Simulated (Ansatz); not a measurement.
# HfZnO3 in Pmc2_1, a phase reached by a soft mode: a soft mode frozen in, part 3 of 3

Wanted: the energy along a soft mode of HfZnO3 in Pmc2_1, a phase reached by a soft mode and the structure at the end.

Ansatz 0.2.0; DFT PBEsol, scalar-relativistic, plane waves, PAW; PAW set soft_1.

So far. Step 4 (The mode frozen in, largest atomic shift 0.32 Å): The run ends at a pressure of -2.07 GPa, with forces up to 0.64 eV/Å. Step 5 (Energy along the mode, all amplitudes (two of the runs …): The lowest of the steps tried is at 0.32 Å, 7.14 meV/atom below the parent; the bottom of the well need not coincide with a step.

The structure was built from a prototype and need not be the compound's stable phase.

## (7) The new phase in its own primitive cell

The relaxed structure is symmetrised, reduced to its primitive cell and relaxed tightly, as its phonons need.

input.yaml reads:

```yaml
crystal:
  lattice:
    - [1.614097035, -7.1679128009, 0.0]
    - [1.614097035, 7.1679128009, 0.0]
    - [0.0, 0.0, 5.1176596086]
  atoms:
    - { symbol: Zn, position: [0.045030074, 0.954969926, 0.9911732865] }
    - { symbol: Zn, position: [0.954969926, 0.045030074, 0.4911732865] }
    - { symbol: Hf, position: [0.3294217619, 0.6705782381, 0.9695089042] }
    - { symbol: Hf, position: [0.6705782381, 0.3294217619, 0.4695089042] }
    - { symbol: O, position: [0.5773446299, 0.4226553701, 0.1766087357] }
    - { symbol: O, position: [0.7570669794, 0.2429330206, 0.8096338138] }
    - { symbol: O, position: [0.2429330206, 0.7570669794, 0.3096338138] }
    - { symbol: O, position: [0.4226553701, 0.5773446299, 0.6766087357] }
    - { symbol: O, position: [0.9062620548, 0.0937379452, 0.1337313406] }
    - { symbol: O, position: [0.0937379452, 0.9062620548, 0.6337313406] }
kpoints:
  mp_grid: { grid: [6, 6, 4] }
hamiltonian:
  xc: pbesol
  pseudopotentials: { kind: paw, azcp: { folder: soft_1 }, xc_functional: pbe }
scf:
  occupations: { method: fixed }
output:
  forces: true
  stress: true
  eigenvalues: true
relax:
  adjacent_minimum: "off"
  f_tol: 0.001
  max_steps: 60
  cell: { stress_tol: 0.01 }
```

Launch:

```
$ ansatz run input.yaml --threads 8 --pin off --max-ram 16384MiB --backend cpu --events-out ev --progress --plain --runs-dir out
```

Numbers of over 12 decimals in the logs are rounded to 6 here.

Output:

```text
[...]
- { symbol: Hf, position: [0.329539, 0.670461, 0.969508] }
    - { symbol: Hf, position: [0.670461, 0.329539, 0.469508] }
    - { symbol: O, position: [0.577462, 0.422538, 0.176614] }
    - { symbol: O, position: [0.757184, 0.242816, 0.809624] }
    - { symbol: O, position: [0.242816, 0.757184, 0.309624] }
    - { symbol: O, position: [0.422538, 0.577462, 0.676614] }
    - { symbol: O, position: [0.906381, 0.093619, 0.133730] }
    - { symbol: O, position: [0.093619, 0.906381, 0.633730] }
[key lines of the parts left out:]
SCF converged after 6 iterations
Free energy (F): -41135.458865 eV
Fermi energy:    10.121363 eV
P = ⅓ Tr σ = -0.0005 GPa (-0.005 kbar)
```

The job ended after 29 s (8 threads of Arm Neoverse V2, shared host; peak memory 0.78 GiB).

Little changed from the start: no atom moved by 0.005 Å and no cell edge by 0.1 %.

Numbers from this step:

```
pressure           : -4.99e-4 GPa
direct gap on mesh : 3.482 eV
```

The largest force component left is 0.48 meV/Å and the pressure is 0.000 GPa, within the tolerances set. The cell now holds 11.84 Å³/atom.

## (8) Modes of the new phase

A relaxed structure may still be a saddle point, so its zone-centre modes are computed. The response to a homogeneous field gives the Born charges and the dielectric tensor.

input.yaml reads:

```yaml
crystal:
  lattice:
    - [1.6140690512, -7.1678799333, 0.0]
    - [1.6140690512, 7.1678799333, 0.0]
    - [0.0, 0.0, 5.1178179977]
  atoms:
    - { symbol: Zn, position: [0.0451481357, 0.9548518643, 0.9911805217] }
    - { symbol: Zn, position: [0.9548518643, 0.0451481357, 0.4911805217] }
    - { symbol: Hf, position: [0.3295385886, 0.6704614114, 0.9695077219] }
    - { symbol: Hf, position: [0.6704614114, 0.3295385886, 0.4695077219] }
    - { symbol: O, position: [0.5774615512, 0.4225384488, 0.1766142676] }
    - { symbol: O, position: [0.7571839394, 0.2428160606, 0.8096238652] }
    - { symbol: O, position: [0.2428160606, 0.7571839394, 0.3096238652] }
    - { symbol: O, position: [0.4225384488, 0.5774615512, 0.6766142676] }
    - { symbol: O, position: [0.9063813325, 0.0936186675, 0.1337297044] }
    - { symbol: O, position: [0.0936186675, 0.9063813325, 0.6337297044] }
kpoints:
  mp_grid: { grid: [6, 6, 4] }
hamiltonian:
  xc: pbesol
  pseudopotentials: { kind: paw, azcp: { folder: soft_1 }, xc_functional: pbe }
scf:
  occupations: { method: fixed }
output:
  eigenvalues: true
phonons:
  method: dfpt
  dielectric: true
  rigid_motions: translations
```

Output:

```text
[...]
Crystal: 10 atoms, lattice volume = 118.421 Å³
Basis set: ecut = 420 eV, 2319 PW (Γ), exchange–correlation on 100×100×72 points (8 copies of the dense FFT grid, shifted against one another)
Bands: 68, of which v1, the nominal top of the filled ones, is band 56 counted from 1 (55 counted from 0)
Symmetry: 4 space group operations
k-points: 76 of 144 (irreducible under 1 space group operation, time reversal used)
[...]
SCF iter   1: F=—  HF=-41140.037196 eV  |F-HF|=—  |Δ(HF+E_count)|=         —  Δρ=1.06e-1  dr2=1.79e1  ethr=3.10e-3  ⟨swp⟩=4.8  Hψ=16743  notcnv=0  defer=658
[...]
SCF iter  16: F=-41135.458865 eV  HF=-41135.458865 eV  |F-HF|=1.46e-11  |Δ(HF+E_count)|=  7.28e-11  Δρ=1.47e-7  dr2=2.45e-11  ethr=1.00e-12  ⟨swp⟩=14.5  Hψ=35188  notcnv=0
SCF 1 converged in 16 iterations: F = -41135.458865 eV  dr2 = 2.45e-11
[...]
NSCF: frozen V_eff on 2 k-points
[...]
Bands: 57, of which v1, the nominal top of the filled ones, is band 56 counted from 1 (55 counted from 0)
k-points: 60 of 384 (time reversal used)
[...]
Eigensolver: Dense (60 Hₖ)
SCF iter   1: F=—  HF=-41135.295276 eV  |F-HF|=—  |Δ(HF+E_count)|=         —  Δρ=7.20e-4  dr2=1.22e-4  ethr=1.00e-1
[...]
SCF iter   6: F=-41135.295399 eV  HF=-41135.295399 eV  |F-HF|=5.38e-10  |Δ(HF+E_count)|=   9.11e-9  Δρ=2.70e-6  dr2=8.11e-9  ethr=1.35e-10
SCF 1 converged in 6 iterations: F = -41135.295399 eV  dr2 = 8.11e-9
[...]
SCF converged after 16 iterations
Free energy (F): -41135.458865 eV
[...]
Internal energy: -41135.458865 eV  (E = F + TS)
E sigma→0 (E₀):  -41135.458865 eV
Fermi energy:    10.121362 eV
[...]
--- Band table (eV; the first three rows and the last of 76) ---
  k-point 0: bands = [... 52 lower, 9.8185, 9.9461, 9.9679, 10.0258, 13.5074, 14.1339, 14.3734, 15.7878, ... 8 higher]
  k-point 1: bands = [... 52 lower, 9.6185, 9.6919, 9.6936, 9.9843, 14.1091, 14.2225, 14.4146, 15.9175, ... 8 higher]
  k-point 2: bands = [... 52 lower, 9.4738, 9.4738, 9.5295, 9.5295, 14.2173, 14.2173, 15.4946, 15.4946, ... 8 higher]
  k-point 75: bands = [... 52 lower, 9.5721, 9.5721, 9.6858, 9.6858, 14.2389, 14.2389, 15.3721, 15.3721, ... 8 higher]
[...]
ASR residual: 8.298e-5 → 0.000e0 eV/Å²; symmetrization residual: 1.342e-5 eV/Å²
[...]
ε∞ (high-frequency dielectric tensor):
        4.870034     0.000000     0.000000
        0.000000     4.530567     0.000000
        0.000000     0.000000     4.646736
  ε⁰ (static dielectric tensor: ions relaxed, cell fixed):
       22.956529    -0.000000    -0.000000
       -0.000000    35.994247     0.000000
       -0.000000     0.000000    17.066378
  ε⁰ − ε∞ (ionic part):
       18.086496    -0.000000    -0.000000
       -0.000000    31.463680     0.000000
       -0.000000     0.000000    12.419642
[...]
Born effective charges Z* (e; rows j = field, columns β = displacement):
    site 0:
         2.17438   -0.00000   -0.00000
        -0.00000    2.27595    0.08407
        -0.00000   -0.01961    2.37404
    site 1:
         2.17438   -0.00000   -0.00000
        -0.00000    2.27595   -0.08407
        -0.00000    0.01961    2.37404
    site 2:
         6.01266   -0.00000    0.00000
        -0.00000    5.03520    0.83239
        -0.00000    0.36042    5.08294
    site 3:
         6.01266   -0.00000    0.00000
        -0.00000    5.03520   -0.83239
        -0.00000   -0.36042    5.08294
    site 4:
        -2.13772    0.00000   -0.00000
         0.00000   -2.27954    0.93054
         0.00000    0.92281   -2.54014
    site 5:
        -3.18275   -0.00000   -0.00000
        -0.00000   -2.52180    1.30857
        -0.00000    1.22797   -2.65451
    site 6:
        -3.18275   -0.00000   -0.00000
        -0.00000   -2.52180   -1.30857
        -0.00000   -1.22797   -2.65451
    site 7:
        -2.13772   -0.00000   -0.00000
        -0.00000   -2.27954   -0.93054
         0.00000   -0.92281   -2.54014
    site 8:
        -2.86656    0.00000   -0.00000
         0.00000   -2.50981    0.44093
        -0.00000    0.77812   -2.26233
    site 9:
        -2.86656   -0.00000   -0.00000
        -0.00000   -2.50981   -0.44093
        -0.00000   -0.77812   -2.26233
  Z* charge neutrality: 9.655e-3 e pre-enforcement
[...]
optical modes at Γ without the LO–TO term, one row a degenerate level:
      ω (cm⁻¹)  modes    IR ((D/Å)²/amu)
         61.69      1             0.0000
[...]
optical modes at Γ + LO–TO along q̂ = [1.0000, 0.0000, 0.0000]:
      ω (cm⁻¹)  modes    IR ((D/Å)²/amu)
[...]
optical modes at Γ + LO–TO along q̂ = [0.0000, 1.0000, 0.0000]:
      ω (cm⁻¹)  modes    IR ((D/Å)²/amu)
[...]
optical modes at Γ + LO–TO along q̂ = [0.0000, 0.0000, 1.0000]:
      ω (cm⁻¹)  modes    IR ((D/Å)²/amu)
[...]
367.11      1             2.5571
        400.21      1             0.1215
        449.60      1             0.1901
        458.65      1             0.0000
        503.46      1             0.0000
        509.07      1            11.9341
        514.02      1             4.9241
        562.34      1             0.5401
        577.77      1             8.8563
        632.47      1            42.4983
        716.04      1            28.2738
        721.12      1             0.0011
```

Elapsed: 5 min, on 8 threads; peak memory 3 GiB; 38 min of CPU time.

Numbers from this step:

```yaml
sum_rule_residual_before_enforcement: 8.30e-5 eV/Å²
miss_of_the_charge_sum_rule: 0.009655 e
estimated_error_of_the_dielectric_tensor: 0.01907
estimated_error_of_the_born_charges: 0.02936 e
highest_optical_mode_at_the_zone_centre_no_lo_to_term: 721.1 cm⁻¹
lowest_optical_zone_centre_mode: 61.69 cm⁻¹
mean_high_frequency_dielectric_constant: 4.682
largest_born_charge_third_of_the_trace: 5.377 e
mean_static_dielectric_constant: 25.34
top_of_the_zone_centre_spectrum_with_the_field: 721.1 cm⁻¹
```

Patterns of degenerate modes are one choice out of their space. The modes at Γ (shares of kinetic energy by element, %):

| mode | frequency (cm⁻¹) | symmetry | Zn % | Hf % | O % |
| --- | --- | --- | --- | --- | --- |
| 1 | 0.0 | acoustic | 22 | 61 | 16 |
| 2 | 0.0 | acoustic | 22 | 61 | 16 |
| 3 | 0.0 | acoustic | 22 | 61 | 16 |
| 4 | 61.7 | A2 | 76 | 10 | 14 |
| 5 | 83.0 | A2 | 10 | 86 | 4 |
| 6 | 100.1 | B2 | 26 | 32 | 42 |
| 7 | 103.3 | A1 | 62 | 3 | 35 |
| 8 | 105.8 | B1 | 59 | 31 | 9 |
| 9 | 142.1 | A1 | 22 | 40 | 38 |
| 10 | 173.8 | B2 | 36 | 36 | 28 |
| 11 | 178.4 | A1 | 43 | 46 | 11 |
| 12 | 202.5 | A1 | 40 | 23 | 38 |
| 13 | 207.0 | B2 | 33 | 33 | 34 |
| 14 | 231.2 | A1 | 1 | 18 | 81 |
| 15 | 260.9 | B2 | 33 | 25 | 42 |
| 16 | 280.7 | B2 | 47 | 7 | 46 |
| 17 | 297.6 | B1 | 7 | 7 | 86 |
| 18 | 353.7 | A2 | 1 | 3 | 96 |
| 19 | 367.1 | B2 | 2 | 0 | 98 |
| 20 | 392.9 | A1 | 5 | 2 | 94 |
| 21 | 421.3 | A1 | 3 | 4 | 93 |
| 22 | 449.6 | B1 | 1 | 0 | 99 |
| 23 | 458.6 | A2 | 0 | 0 | 100 |
| 24 | 503.5 | A2 | 14 | 0 | 86 |
| 25 | 509.1 | B2 | 1 | 3 | 96 |
| 26 | 514.0 | B1 | 10 | 0 | 89 |
| 27 | 563.5 | A1 | 1 | 1 | 98 |
| 28 | 577.8 | B2 | 1 | 2 | 97 |
| 29 | 691.3 | A1 | 0 | 3 | 97 |
| 30 | 721.1 | B2 | 1 | 0 | 99 |

Displacements in mode 4 (61.7 cm⁻¹), the largest set to 1:
```
Zn1 -1.00  0.00  0.00
Zn2  1.00  0.00  0.00
Hf3  0.22  0.00  0.00
Hf4 -0.22  0.00  0.00
O5  -0.83  0.00  0.00
O6   0.18  0.00  0.00
O7  -0.18  0.00  0.00
O8   0.83  0.00  0.00
O9   0.17  0.00  0.00
O10 -0.17  0.00  0.00
```

Displacements in mode 20 (392.9 cm⁻¹), the largest set to 1:
```
Zn1  0.00 -0.06 -0.14
Zn2  0.00  0.06 -0.14
Hf3  0.00 -0.04 -0.04
Hf4  0.00  0.04 -0.04
O5   0.00 -0.46 -0.33
O6   0.00 -0.31  0.37
O7   0.00  0.31  0.37
O8   0.00  0.46 -0.33
O9   0.00  0.69  1.00
O10  0.00 -0.69  1.00
```

Optical modes at the zone centre, without and with the macroscopic field of the longitudinal modes; each column is sorted by frequency, so a row need not hold one and the same mode. Modes with and without the field, by row:

| rank among optical modes | no field (cm⁻¹) | q along (1, 0, 0) (cm⁻¹) | q along (0, 1, 0) (cm⁻¹) | q along (0, 0, 1) (cm⁻¹) |
| --- | --- | --- | --- | --- |
| 1 | 61.7 | 61.7 | 61.7 | 61.7 |
| 2 | 83 | 83 | 83 | 83 |
| 3 | 100.1 | 100.1 | 103.3 | 100.1 |
| 4 | 103.3 | 103.3 | 105.8 | 105.7 |
| 5 | 105.8 | 113 | 124.1 | 105.8 |
| 6 | 142.1 | 142.1 | 142.1 | 143.8 |
| 7 | 173.8 | 173.8 | 178.4 | 173.8 |
| 8 | 178.4 | 178.4 | 200.6 | 178.4 |
| 9 | 202.5 | 202.5 | 202.5 | 202.6 |
| 10 | 207 | 207 | 213.3 | 207 |
| 11 | 231.2 | 231.2 | 231.2 | 260.9 |
| 12 | 260.9 | 260.9 | 275.3 | 270.7 |
| 13 | 280.7 | 280.7 | 297.6 | 280.7 |
| 14 | 297.6 | 353.7 | 353.7 | 297.6 |
| 15 | 353.7 | 367.1 | 354.7 | 353.7 |
| 16 | 367.1 | 392.9 | 392.9 | 367.1 |
| 17 | 392.9 | 421.3 | 417.8 | 400.2 |
| 18 | 421.3 | 448.9 | 421.3 | 449.6 |
| 19 | 449.6 | 458.6 | 449.6 | 458.6 |
| 20 | 458.6 | 491 | 458.6 | 503.5 |
| 21 | 503.5 | 503.5 | 503.5 | 509.1 |
| 22 | 509.1 | 509.1 | 514 | 514 |
| 23 | 514 | 563.5 | 546.6 | 562.3 |
| 24 | 563.5 | 577.8 | 563.5 | 577.8 |
| 25 | 577.8 | 634.1 | 677.8 | 632.5 |
| 26 | 691.3 | 691.3 | 691.3 | 716 |
| 27 | 721.1 | 721.1 | 721.1 | 721.1 |

Born charge (rows field, columns displacement) (e), principal values of the symmetric part by kind of site:

| atom | atoms with these values | low | middle | high | mean |
| --- | --- | --- | --- | --- | --- |
| Zn1 | 2 | 2.17 | 2.27 | 2.38 | 2.27 |
| Hf3 | 2 | 4.46 | 5.66 | 6.01 | 5.38 |
| O5 | 2 | -3.35 | -2.14 | -1.47 | -2.32 |
| O6 | 2 | -3.86 | -3.18 | -1.32 | -2.79 |
| O9 | 2 | -3.01 | -2.87 | -1.76 | -2.55 |

In full for Zn1:

```
 2.17  0.00  0.00
 0.00  2.28  0.08
 0.00 -0.02  2.37
```

High-frequency dielectric tensor:

```
4.87 0.00 0.00
0.00 4.53 0.00
0.00 0.00 4.65
```

Static dielectric tensor (ions relaxed, fixed cell):

```
22.96  0.00  0.00
 0.00 35.99  0.00
 0.00  0.00 17.07
```

Transverse modes. Lines of the infrared spectrum (strongest = 100):

| position (cm⁻¹) | label | relative intensity |
| --- | --- | --- |
| 62 | A2 | 0.0 |
| 83 | A2 | 0.0 |
| 100 | B2 | 12 |
| 103 | A1 | 0.7 |
| 106 | B1 | 2.7 |
| 142 | A1 | 0.7 |
| 174 | B2 | 17 |
| 178 | A1 | 0.0 |
| 202 | A1 | 0.2 |
| 207 | B2 | 1.2 |
| 231 | A1 | 22 |
| 261 | B2 | 25 |
| 281 | B2 | 10 |
| 298 | B1 | 100 |
| 354 | A2 | 0.0 |
| 367 | B2 | 3.6 |
| 393 | A1 | 19 |
| 421 | A1 | 55 |
| 450 | B1 | 0.3 |
| 459 | A2 | 0.0 |
| 504 | A2 | 0.0 |
| 509 | B2 | 17 |
| 514 | B1 | 6.9 |
| 564 | A1 | 0.3 |
| 578 | B2 | 12 |
| 691 | A1 | 3.1 |
| 721 | B2 | 0.0 |

Before it was imposed, the acoustic sum rule was missed by 8.3e-5 eV/Å² and the charge sum rule by 0.0097 e. Small misses are needed for a sound result but don't prove that mesh and cutoff are converged. The lowest optical mode is real, 61.7 cm⁻¹.

The log warns of the k mesh: “the force constants stand on the 6×6×4 k-mesh, whose period is 13.57 times the interband length at k = (0.0000, 0.0000, 0.0000), direct gap 3.482 eV, under 14: take them and everything formed from them as unconverged”.

## (9) The phases reached

The phases reached along the modes that were followed are set side by side.

Energies are those of the first relaxation, on the mesh of the frozen mode; space group, volume and gap are those of the last relaxation. Phases, by row:

| mode frozen in | space group | energy from parent (meV/atom) | volume (Å³/atom) | gap on mesh (eV) | lowest zone-centre optical mode (cm⁻¹) | largest shift (Å) |
| --- | --- | --- | --- | --- | --- | --- |
| parent | Pmc2_1 | 0 | 12.81 | 1.71 | – | – |
| q = (0, 0, 0), 140i cm⁻¹ | Cmc2_1 | -198.2 | 11.84 | 3.386 | 61.7 | 0.841 |

## (10) What came out

| Property | Result |
| --- | --- |
| unstable mode of the parent | q = (0, 0, 0), 140i cm⁻¹ |
| depth at the lowest point sampled | 7.14 meV/atom |
| largest atomic shift at that point | 0.32 Å |
| space group reached (within 0.01 Å) | Cmc2_1 |
| energy gained over the parent (first relaxation, on the mesh of the frozen mode) | 198 meV/atom |
| volume per atom, phase reached | 11.8 Å³ |
| gap on the k-mesh, phase reached | 3.39 eV |
| lowest optical zone-centre mode, phase reached | 61.7 cm⁻¹ |
| highest optical mode at the zone centre (no LO-TO term), phase reached | 721 cm⁻¹ |

What this shows: Along this mode the structure falls into Cmc2_1, 198 meV/atom below the parent. At the parent's cell the well is 7.143 meV/atom deep on the steps tried, with its lowest point at a shift of 0.32 Å. Relaxing atoms and cell changes the gain by +191.10 meV/atom against the lowest step (energies at zero smearing). Most of the total comes from this relaxation. The new phase has no imaginary mode at the zone centre of its cell; other wavevectors were not checked. Each path keeps the symmetry of its pattern, so a lower phase may lie along a pattern not tried. With the field response the log warns that the k mesh is coarse for the force constants too, so the frequencies may not be converged. Spin-orbit coupling is left out, which can matter for the heavy elements here. The PAW files were made for PBE and serve the other functionals too. The starting cell was built on a prototype and not taken from a measurement, so the phase need not exist.

[Logs are printed without paths, hosts, clocks, repeated set-up lines and the standing remarks that a program may print on its own settings, such as how far it seeks lower states.]

[Hosts, paths, dates, database ids (printed as entryN), source tags and the programs' standing remarks are cut or masked in the printed files.]
